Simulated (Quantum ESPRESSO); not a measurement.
# Near-edge structure at the Ti K edge of Ti (Titanium, Im-3m)

Aim: the near-edge shape at the Ti K edge of Ti (Titanium, Im-3m), and what the core hole does to it.

Main program and level: Quantum ESPRESSO 7.5; X-ray absorption near-edge structure, plane-wave PAW PBEsol, one-electron final states by a Lanczos continued fraction.

This is not the structure that Ti takes at ambient pressure and room temperature (hexagonal, No. 194); it is a model or a phase of other conditions.

## (1) Set-up

It takes space group Im-3m (No. 229, cubic). Conventional cell: a = 3.282 Å, b = 3.282 Å, c = 3.282 Å, α = 90.00°, β = 90.00°, γ = 90.00°. Nearest to Ti lie 8 Ti at 2.84 Å.

## (2) The field without a hole

A plain self-consistent run shows whether there is a gap, which decides the set-up of the core-hole run.

The PAW data sets are made with ld1.x, with reconstruction data.

Input file scf.in:

```
&control
   calculation='scf', prefix='x', pseudo_dir='../pp', outdir='tmp', tprnfor=.true.
/
&system
   ibrav=0, nat=1, ntyp=1, nbnd=6
   ecutwfc=40, ecutrho=310
   occupations='smearing', smearing='mv', degauss=0.015
/
&electrons
   conv_thr=1.0e-08, electron_maxstep=120
   mixing_beta=0.5
/
ATOMIC_SPECIES
Ti3 1.0 Ti.pbesol-nx-kjpaw.UPF
CELL_PARAMETERS angstrom
  -1.64100000 1.64100000 1.64100000
  1.64100000 -1.64100000 1.64100000
  1.64100000 1.64100000 -1.64100000
ATOMIC_POSITIONS crystal
Ti3  0.00000000 0.00000000 0.00000000
K_POINTS automatic
11 11 11 0 0 0
```

Started as:

```bash
> OMP_NUM_THREADS=1 mpirun --oversubscribe --bind-to none -np 4 pw.x -nk 4 -in scf.in > scf.out
```

Output:

```text
     [... banner and references ...]
using ibrav=0 with symmetry is DISCOURAGED, use correct ibrav instead

     G-vector sticks info
     --------------------

     Using Slab Decomposition

     bravais-lattice index     =            0
     lattice parameter (alat)  =       5.3712  a.u.
     unit-cell volume          =     119.2840 (a.u.)^3
     number of atoms/cell      =            1
     number of atomic types    =            1
     number of electrons       =         4.00
     number of Kohn-Sham states=            6
     kinetic-energy cutoff     =      40.0000  Ry
     charge density cutoff     =     310.0000  Ry
     scf convergence threshold =      1.0E-08
     mixing beta               =       0.5000
     number of iterations used =            8  plain     mixing
     Exchange-correlation= SLA  PW   PSX  PSC
                           (   1   4  10   8   0   0   0)

     celldm(1)=   5.371160  celldm(2)=   0.000000  celldm(3)=   0.000000
     celldm(4)=   0.000000  celldm(5)=   0.000000  celldm(6)=   0.000000

     crystal axes: (cart. coord. in units of alat)
               a(1) = (  -0.577350   0.577350   0.577350 )
               a(2) = (   0.577350  -0.577350   0.577350 )
               a(3) = (   0.577350   0.577350  -0.577350 )

     reciprocal axes: (cart. coord. in units 2 pi/alat)
               b(1) = ( -0.000000  0.866025  0.866025 )
               b(2) = (  0.866025 -0.000000  0.866025 )
               b(3) = (  0.866025  0.866025  0.000000 )

     PseudoPot. #1 for Ti:     Pseudo is Projector augmented-wave + core cor, Zval =  4.0

     atomic species   valence    mass     pseudopotential
     Ti3               4.00     1.00000     Ti( 1.00)

     48 Sym. Ops., with inversion, found

   Cartesian axes

     site n.     atom                  positions (alat units)
         1        Ti3    tau(   1) = (   0.0000000   0.0000000   0.0000000  )

     number of k points=    56  Marzari-Vanderbilt smearing, width (Ry)=  0.0150
                       cart. coord. in units 2pi/alat
        k(    1) = (   0.0000000   0.0000000   0.0000000), wk =   0.0015026
        k(    2) = (   0.0787296   0.0787296   0.0000000), wk =   0.0180316
        k(    3) = (   0.1574592   0.1574592   0.0000000), wk =   0.0180316
        k(    4) = (   0.2361887   0.2361887   0.0000000), wk =   0.0180316
        k(    5) = (   0.3149183   0.3149183   0.0000000), wk =   0.0180316
[...]
k(   54) = (  -0.0000000  -0.0787296   0.7085662), wk =   0.0360631
        k(   55) = (  -0.7872958  -0.0787296  -0.0787296), wk =   0.0120210
        k(   56) = (  -0.0000000  -0.0000000   0.7872958), wk =   0.0090158

     Dense  grid:    11033 G-vectors     FFT dimensions: (  32,  32,  32)

     Smooth grid:     4093 G-vectors     FFT dimensions: (  24,  24,  24)

     Initial potential from superposition of free atoms

     starting charge       3.9986, renormalised to       4.0000
     Starting wfcs are    9 randomized atomic wfcs
     Checking if some PAW data can be deallocated...

     per-process dynamical memory:    15.2 Mb

     Self-consistent Calculation

     iteration #  1     ecut=    40.00 Ry     beta= 0.50
     Davidson diagonalization with overlap
     ethr =  1.00E-02,  avg # of iterations =  1.9

     Threshold (ethr) on eigenvalues was too large:
     Diagonalizing with lowered threshold

     Davidson diagonalization with overlap
     ethr =  3.66E-04,  avg # of iterations =  3.6

     total energy              =     -85.63791152 Ry
     estimated scf accuracy    <       0.02954465 Ry

     iteration #  2     ecut=    40.00 Ry     beta= 0.50
     Davidson diagonalization with overlap
     ethr =  7.39E-04,  avg # of iterations =  1.7

     total energy              =     -85.64429455 Ry
     estimated scf accuracy    <       0.00011351 Ry

     iteration #  3     ecut=    40.00 Ry     beta= 0.50
[...]
total energy              =     -85.64475192 Ry
     estimated scf accuracy    <       0.00000003 Ry

     iteration #  8     ecut=    40.00 Ry     beta= 0.50
     Davidson diagonalization with overlap
     ethr =  4.00E-10,  avg # of iterations =  1.0

     total energy              =     -85.64475190 Ry
     estimated scf accuracy    <       0.00000003 Ry

     iteration #  9     ecut=    40.00 Ry     beta= 0.50
     Davidson diagonalization with overlap
     ethr =  4.00E-10,  avg # of iterations =  1.8

     End of self-consistent calculation

          k = 0.0000 0.0000 0.0000 (   531 PWs)   bands (ev):

     1.6740   8.5955   8.5955   8.5955  10.3383  10.3383

          k = 0.0787 0.0787 0.0000 (   525 PWs)   bands (ev):

     1.9467   8.4716   8.5562   8.7990  10.2045  10.3474

          k = 0.1575 0.1575 0.0000 (   517 PWs)   bands (ev):

     2.7161   8.1549   8.3435   9.3769  10.0323  10.3852

          k = 0.2362 0.2362 0.0000 (   509 PWs)   bands (ev):

     3.8007   7.7696   7.9961  10.0873  10.2226  10.4654

          k = 0.3149 0.3149 0.0000 (   511 PWs)   bands (ev):

     4.7649   7.4404   8.0032  10.2475  10.5737  11.1271

[...]
k =-0.0000-0.0000 0.1575 (   515 PWs)   bands (ev):

[...]
k = 0.0000-0.0787 0.2362 (   511 PWs)   bands (ev):

[...]
k =-0.0000-0.1575 0.3149 (   515 PWs)   bands (ev):

[...]
k = 0.0787-0.0787 0.3149 (   511 PWs)   bands (ev):

[...]
k =-0.0000-0.2362 0.3936 (   511 PWs)   bands (ev):

[...]
k = 0.0787-0.1575 0.3936 (   512 PWs)   bands (ev):

[...]
k =-0.0000-0.3149 0.4724 (   514 PWs)   bands (ev):

[...]
k = 0.0787-0.2362 0.4724 (   512 PWs)   bands (ev):

[...]
k = 0.1575-0.1575 0.4724 (   509 PWs)   bands (ev):

[...]
k =-0.7873-0.3149-0.3149 (   510 PWs)   bands (ev):

[...]
k =-0.7086-0.2362-0.3149 (   506 PWs)   bands (ev):

[...]
k =-0.6298-0.2362-0.2362 (   499 PWs)   bands (ev):

[...]
k = 0.3936 0.3936 0.3149 (   510 PWs)   bands (ev):

[...]
k = 0.0000 0.0000 0.3149 (   510 PWs)   bands (ev):

[...]
k = 0.4724 0.3936 0.3936 (   514 PWs)   bands (ev):

[...]
k =-0.0000-0.0787 0.3936 (   512 PWs)   bands (ev):

[...]
k = 0.0787-0.0787 0.4724 (   510 PWs)   bands (ev):

[...]
k = 0.0787-0.1575 0.5511 (   506 PWs)   bands (ev):

[...]
k =-0.7873-0.2362-0.2362 (   506 PWs)   bands (ev):

[...]
k =-0.7086-0.1575-0.2362 (   510 PWs)   bands (ev):

[...]
k = 0.0787-0.0787 0.6298 (   505 PWs)   bands (ev):

[...]
k =-0.7873-0.1575-0.1575 (   506 PWs)   bands (ev):

[...]
k =-0.0000-0.0000 0.6298 (   510 PWs)   bands (ev):

[...]
k =-0.0000-0.0787 0.7086 (   494 PWs)   bands (ev):

     5.8537   5.9246  10.2952  10.4322  11.4450  14.3781

          k =-0.7873-0.0787-0.0787 (   490 PWs)   bands (ev):

     5.7699   5.7699  10.3796  11.2669  11.2669  15.8718

          k =-0.0000-0.0000 0.7873 (   490 PWs)   bands (ev):

     5.6225   5.6365  11.2369  11.2369  11.4298  15.3190

     the Fermi energy is     7.6089 ev

!    total energy              =     -85.64475190 Ry
     total all-electron energy =     -1705.719495 Ry
     estimated scf accuracy    <          3.4E-09 Ry
     smearing contrib. (-TS)   =      -0.00006467 Ry
     internal energy E=F+TS    =     -85.64468723 Ry

     The total energy is F=E-TS. E is the sum of the following terms:
     one-electron contribution =       5.81795643 Ry
     hartree contribution      =       0.33183505 Ry
     xc contribution           =     -20.23669729 Ry
     ewald contribution        =      -9.38841880 Ry
     one-center paw contrib.   =     -62.16936261 Ry

     convergence has been achieved in   9 iterations

     Forces acting on atoms (cartesian axes, Ry/au):

     atom    1 type  1   force =     0.00000000    0.00000000    0.00000000

     Total force =     0.000000     Total SCF correction =     0.000000

     XML data file, charge density, pseudopotentials, collected wavefunctions

=------------------------------------------------------------------------------=
   JOB DONE.
=------------------------------------------------------------------------------=
```

The job ended after 3.1 s (4 MPI ranks of Intel Xeon Platinum 8488C (Sapphire Rapids), shared host; peak memory 0.06 GiB).

Absorbing atoms carry a label of their own (element plus a letter or digit), as the spectrum program needs them as separate species.

The mesh shows no gap, so the system is treated as a metal and the core electron is put at the Fermi level (neutral cell).

## (3) Spectrum without a core hole, Ti atom 1

Without a hole the spectrum is the empty density of states of the right symmetry on the absorber, weighted by matrix elements. It needs only the small cell and serves as the baseline.

The absorber has 8 Ti at 2.84 Å and 6 Ti at 3.28 Å (cube and octahedron, as in bcc, site symmetry m-3m).

Input file xspectra.in:

```
&input_xspectra
   calculation='xanes_dipole', edge='K'
   prefix='x', outdir='tmp', xiabs=1, xe0=7.6089
   xonly_plot=.false., x_save_file='xanes.sav'
   xniter=3000, xcheck_conv=20, xerror=0.005
   xcoordcrys=.false., xepsilon(1)=1, xepsilon(2)=0, xepsilon(3)=0
/
&plot
   xnepoint=413, xemin=-10, xemax=45, terminator=.true., cut_occ_states=.true.
   xgamma=0.4
/
&pseudos
   filecore='../Ti.wfc'
/
&cut_occ
   cut_desmooth=0.1, cut_stepl=0.05, cut_stepu=0.05, cut_ierror=1e-5
/
10 10 10 0 0 0
```

Started as:

```bash
> OMP_NUM_THREADS=1 mpirun --oversubscribe --bind-to none -np 4 xspectra.x -nk 4 -in xspectra.in > xspectra.out
```

Output:

```text
     [... banner and references ...]
Reading input_file

     calculation: xanes_dipole

     xepsilon  [cartesian coordinates]:   1.000000   0.000000   0.000000

     xonly_plot: FALSE
        => complete calculation: Lanczos + spectrum plot

     filecore (core-wavefunction file): ../Ti.wfc

     main plot parameters:
        cut_occ_states: TRUE
        gamma_mode:  constant
        -> using xgamma [eV]:  0.40
        xemin [eV]: -10.00
        xemax [eV]:  45.00
        xnepoint:  413
        xe0 [eV]:   7.608900 (energy zero read in input file)

[...]
Results of STEP 1 successfully written in x_save_file
     x_save_file name:
     ->  xanes.sav
     x_save_file version:  2

     ... End STEP 1 ...

     ... Begin STEP 2 ...

     The spectrum is calculated using the following parameters:
        xe0 [eV]:    7.6089
        the occupied states are elimintate from the spectrum
        xemin [eV]: -10.00
        xemax [eV]:  45.00
        xnepoint:  413
        constant broadening parameter [eV]:    0.400
        Core level energy [eV]:  -4966.
         (from electron binding energy of neutral atoms in X-ray data booklet)

     Cross-section successfully written in xanes.dat

     ... End STEP 2 ...

                                END JOB XSpectra
```

Wall time 10 s (4 MPI ranks); peak memory 0.11 GiB.

The Ti K spectrum, Ti atom 1, no core hole (energy from the energy zero of the input (xe0, at the border of filled and empty states); intensity scaled to a mean of 1 over the first 20 eV; the points at xe0, where the cut of filled states can leave a spike, are interpolated):

```tsv
E (eV)	intensity
-2.0	0.05
-1.0	0.12
0.0	0.64
1.0	0.47
2.0	0.31
3.0	0.34
4.0	0.42
5.0	0.61
6.0	0.63
7.0	0.54
8.0	0.66
9.0	1.06
10.0	1.19
11.0	1.46
12.0	1.22
13.0	1.67
14.0	1.43
15.0	1.59
16.0	1.89
17.0	1.59
18.0	1.15
19.0	0.94
20.0	0.94
21.0	1.10
22.0	1.45
23.0	1.31
24.0	1.48
25.0	1.18
26.0	1.00
27.0	1.01
28.0	1.21
29.0	1.70
30.0	1.07
31.0	1.34
32.0	1.57
```

Main maxima below 30 eV (height): 0.4 eV (0.87), 6.7 eV (0.65), 13.0 eV (1.68), 15.6 eV (2.25), 16.7 eV (1.96), 22.2 eV (1.52), 23.8 eV (1.53) and 29.1 eV (1.73). A K edge sees empty p states. The weak features of the first eV are p character mixed into the empty d bands; the main 4p edge lies above them.

## (4) Another broadening

The final state's lifetime shortens with energy, so measured features broaden above the edge; the saved Lanczos coefficients are redrawn with a width that grows.

Input file xspectra_plot.in:

```
&input_xspectra
   calculation='xanes_dipole', edge='K'
   prefix='x', outdir='tmp', xiabs=1, xe0=7.6089
   xonly_plot=.true., x_save_file='xanes.sav'
   xniter=3000, xcheck_conv=20, xerror=0.005
   xcoordcrys=.false., xepsilon(1)=1, xepsilon(2)=0, xepsilon(3)=0
/
&plot
   xnepoint=413, xemin=-10, xemax=45, terminator=.true., cut_occ_states=.true.
   gamma_mode='variable', gamma_energy(1)=4, gamma_energy(2)=25, gamma_value(1)=0.47, gamma_value(2)=4
/
&pseudos
   filecore='../Ti.wfc'
/
&cut_occ
   cut_desmooth=0.1, cut_stepl=0.05, cut_stepu=0.05, cut_ierror=1e-5
/
10 10 10 0 0 0
```

Started as:

```bash
> OMP_NUM_THREADS=1 xspectra.x -in xspectra_plot.in > xspectra_plot.out
```

Output:

```text
     [... banner and references ...]
Reading input_file
     -------------------------------------------------------------------------

     calculation: xanes_dipole

     xonly_plot: TRUE
        => only the spectrum plot

     main plot parameters:
        cut_occ_states: TRUE
        gamma_mode:  variable
        -> first, constant up to point ( 4.00, 0.47) [eV]
        -> then, linear up to point (25.00, 4.00) [eV]
        -> finally, constant up to xemax
        xemin [eV]: -10.00
        xemax [eV]:  45.00
        xnepoint:  413
[...]
xemin [eV]: -10.00
        xemax [eV]:  45.00
        xnepoint:  413
        energy-dependent broadening parameter:
         -> first, constant up to point ( 4.00, 0.47) [eV]
         -> then, linear up to point (25.00, 4.00) [eV]
         -> finally, constant up to xemax
        Core level energy [eV]:  -4966.
         (from electron binding energy of neutral atoms in X-ray data booklet)

     Cross-section successfully written in xanes.dat

     -------------------------------------------------------------------------
                                END JOB XSpectra
     -------------------------------------------------------------------------
[key lines of the parts left out:]
Fermi level [eV]:   7.9719
```

The job ended after 7 s (1 MPI rank; peak memory 0.1 GiB).

With a Lorentzian half width 0.47 eV up to 4 eV, rising linearly to 4 eV at 25 eV, the maxima are 0.4 eV (0.86) and 15.4 eV (1.47).

## (5) Supercell without a hole, the energy reference

The photon energy needs a difference of total energies, so the cell and mesh of the coming hole run are first run without a hole.

Input file scf.in:

```
&control
   calculation='scf', prefix='x', pseudo_dir='../pp', outdir='tmp', tprnfor=.true.
/
&system
   ibrav=0, nat=8, ntyp=1, nbnd=20
   ecutwfc=40, ecutrho=310
   occupations='smearing', smearing='mv', degauss=0.015
/
&electrons
   conv_thr=8.0e-08, electron_maxstep=120
   mixing_beta=0.5
/
ATOMIC_SPECIES
Ti 1.0 Ti.pbesol-nx-kjpaw.UPF
CELL_PARAMETERS angstrom
  -3.28200000 3.28200000 3.28200000
  3.28200000 -3.28200000 3.28200000
  3.28200000 3.28200000 -3.28200000
ATOMIC_POSITIONS crystal
Ti   0.00000000 0.00000000 0.00000000
Ti   0.00000000 0.00000000 0.50000000
Ti   0.00000000 0.50000000 0.00000000
Ti   0.50000000 0.00000000 0.00000000
Ti   0.00000000 0.50000000 0.50000000
Ti   0.50000000 0.00000000 0.50000000
Ti   0.50000000 0.50000000 0.00000000
Ti   0.50000000 0.50000000 0.50000000
K_POINTS automatic
6 6 6 0 0 0
```

Started as:

```bash
> OMP_NUM_THREADS=1 mpirun --oversubscribe --bind-to none -np 4 pw.x -nk 4 -in scf.in > scf.out
```

Output:

```text
     [... banner and references ...]
[banner, memory and clock lines left out]
Found identity + ( -0.0000 -0.0000 -0.5000) symmetry
     This is a supercell, fractional translations are disabled
     using ibrav=0 with symmetry is DISCOURAGED, use correct ibrav instead

     G-vector sticks info

     bravais-lattice index     =            0
     lattice parameter (alat)  =      10.7423  a.u.
     unit-cell volume          =     954.2723 (a.u.)^3
[...]
atom    1 type  1   force =     0.00000000    0.00000000    0.00000000
     atom    2 type  1   force =    -0.00000000   -0.00000000   -0.00000000
     atom    3 type  1   force =    -0.00000000   -0.00000000    0.00000000
[...]
atom    7 type  1   force =    -0.00000000   -0.00000000   -0.00000000
     atom    8 type  1   force =    -0.00000000   -0.00000000    0.00000000

     Total force =     0.000000     Total SCF correction =     0.000000

     XML data file, charge density, pseudopotentials, collected wavefunctions
[key lines of the parts left out:]
!    total energy              =    -685.15749717 Ry
the Fermi energy is     7.6160 ev
convergence has been achieved in  34 iterations
```

The job ended after 58 s (4 MPI ranks; peak memory 0.17 GiB; 3.8 min of CPU time).

Reference energy: -185659.961 eV with the cores included.

[end of part 1 of 3]

[Banner, clock and machine lines of the logs are left out without a mark of their own.]

[Logs are printed without paths, hosts, clocks, repeated set-up lines and the standing remarks that a program may print on its own settings, such as how far it seeks lower states.]

[Hosts, paths, dates, database ids (printed as entryN), source tags and the programs' standing remarks are cut or masked in the printed files.]

[Lists of maxima count a maximum above −3 eV only where it reaches 4 % of the highest in the window and stands out from its surroundings by 2 % of it (1.5 % where it reaches 55 %); shoulders and weaker maxima are passed over, and of the rest the first, up to two pre-edge ones and the few strongest are named.]
